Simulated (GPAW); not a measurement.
Entries from a set of simulations; values are calculated unless marked as measured.

```
In2O3 (R-3c): one start, several treatments of the self-energy
1.0
     2.74350    1.58396    4.83667
    -2.74350    1.58396    4.83667
     0.00000   -3.16792    4.83667
In O
4 6
Direct
  0.35731 0.35731 0.35731
  0.14269 0.14269 0.14269
  0.64269 0.64269 0.64269
  0.85731 0.85731 0.85731
  0.54800 0.95200 0.25000
  0.25000 0.54800 0.95200
  0.95200 0.25000 0.54800
  0.45200 0.04800 0.75000
  0.75000 0.45200 0.04800
  0.04800 0.75000 0.45200
# method: DFT, LDA, plane waves, PAW (and 1 further level or step)
# program: GPAW 26.7.0
# settings of one run: cutoff 600 eV, GPAW PAW setups 1.2.1 data release, 2×2×2 k-mesh, nbands 160
# cost: 4 runs, 2.5 min in all on 4 MPI ranks of Arm Neoverse V2, shared host (the runs of this entry)
# notes: The cell and positions come from the Crystallography Open Database and are kept as given unless a step says otherwise. This is not the form that In2O3 usually takes at ambient conditions. Limits: no spin-orbit coupling. Against experiment, by G0W0, Godby-Needs plasmon pole: the gap of 2.33 eV lies −0.75 eV from the measured 3.08 eV (optical, 2024). An exciton line or allowed optical edge lies below the quasiparticle gap by the binding energy; a forbidden edge can push the onset above it. These are gaps on the mesh, at modest bands and cutoff. The calculation has static nuclei and no excitons; a measured gap holds zero-point and thermal motion, which mostly lowers it. Against the values above the computed gap that would widen the miss. An edge that is forbidden or weak in absorption could explain it, and so could too strong a screening: the start’s gap is only 1.22 eV, the mesh is coarse, and one shot does not repair that. Bands and cutoff are finite, so the gap is not at the basis limit. The miss can reach some tenths of an eV and take either sign; the mesh is an error of its own. The 2×2×2 mesh is coarse for this cell, which bears on the long-range parts of exchange and screening.
# G0W0, Godby-Needs plasmon pole: 2.327 eV
# G0W0, full frequency, Hilbert transform: 2.290 eV
# G0W0, multipole: 2.328 eV
# known limits: not at the basis limit; no spin-orbit coupling; coarse k mesh
```

[Paths, hosts, dates, memory and timing lines, banners, echoed tables and standing remarks are left out of the program output.]

[Logs are printed without paths, hosts, clocks, repeated set-up lines and the standing remarks that a program may print on its own settings, such as how far it seeks lower states.]

[Runs of the session that timed out or met a known fault of the program may be left out.]

[Hosts, paths, dates, database ids (printed as entryN), source tags and the programs' standing remarks are cut or masked in the printed files.]
